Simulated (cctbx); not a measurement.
# Interatomic vectors of HoAlIn4Rh

Space group P4/mmm (no. 123), a = 4.6030 Å, b = 4.6030 Å, c = 7.0860 Å, α = 90.00°, β = 90.00°, γ = 90.00°, content Ho1 In4 Rh1 Al1.

The data are simulated with cctbx, not measured: Cu Kα, λ = 1.54184 Å, to d = 0.83 Å, 80 % of the full sphere, strongest reflection 5000 counts, noise from counting, a 6 % proportional error and a noise floor of 2 counts (s.d.); no absorption.

Patterson synthesis, origin scaled to 1000:

```text
Patterson group P 4/m m m
      u       v       w   height  length (A)
  0.000   0.000   0.000   1000.0     0.00
  0.500   0.500   0.000    769.4     3.25
  0.000   0.500   0.301    371.8     3.14
  0.000   0.000   0.395    348.0     2.80
  0.500   0.500   0.389    339.1     4.26
  0.000   0.500   0.206    310.3     2.72
  0.181   0.181   0.000     21.6     1.18
  0.318   0.318   0.000     17.4     2.07
  0.374   0.500   0.500     15.7     4.56
  0.092   0.092   0.150     14.0     1.22
  0.410   0.410   0.146     10.5     2.86
  0.000   0.183   0.114      9.3     1.17
  0.338   0.500   0.119      7.2     2.90
  0.086   0.245   0.396      7.1     3.05
```

Q: Assign the vectors.

A peak at u stands for all pairs with xi − xj = u, with weight Σ ZiZj against Σ Z² = 16287 at the origin. Peak heights follow these weights only roughly, since form factors, motion and series ripples differ, all vectors within 0.55 Å of a peak are counted as merged into it though the farther ones add only part of their weight, and F(000) is left out, which lowers the whole map:

| u | v | w | shortest length (Å) | height | 1000 ΣZiZj/ΣZ² | pairs in the cell |
| --- | --- | --- | --- | --- | --- | --- |
| 0.500 | 0.500 | 0.000 | 3.25 | 769 | 697 | 4 × In–In, 2 × Ho–Al |
| 0.000 | 0.500 | 0.301 | 3.14 | 372 | 481 | 2 × Ho–In, 2 × In–Al |
| 0.000 | 0.000 | 0.395 | 2.80 | 348 | 295 | 2 × In–In |
| 0.500 | 0.500 | 0.389 | 4.27 | 339 | 295 | 2 × In–In |
| 0.000 | 0.500 | 0.206 | 2.73 | 310 | 271 | 2 × In–Rh |

The table stops at ten peaks or at a height of 45, below which ripples compete. In the model behind the data Ho, the heaviest element, has 1 independent site: (0, 0, 0), up to an allowed shift of origin. No listed peak is a Ho–Ho vector, so the position follows from the cell content and the cross vectors. The whole model:

```csv
atom,mult.,x,y,z,Ueq (Å²)
Ho1,1,0,0,0,0.0056
In1,4,0,1/2,0.6920,0.0059
Rh1,1,0,0,1/2,0.0074
Al1,1,1/2,1/2,0,0.0091
```

This is a model crystal, built by substitution and not relaxed, with assumed displacement parameters.

[Logs are printed without paths, hosts, clocks, repeated set-up lines and the standing remarks that a program may print on its own settings, such as how far it seeks lower states.]
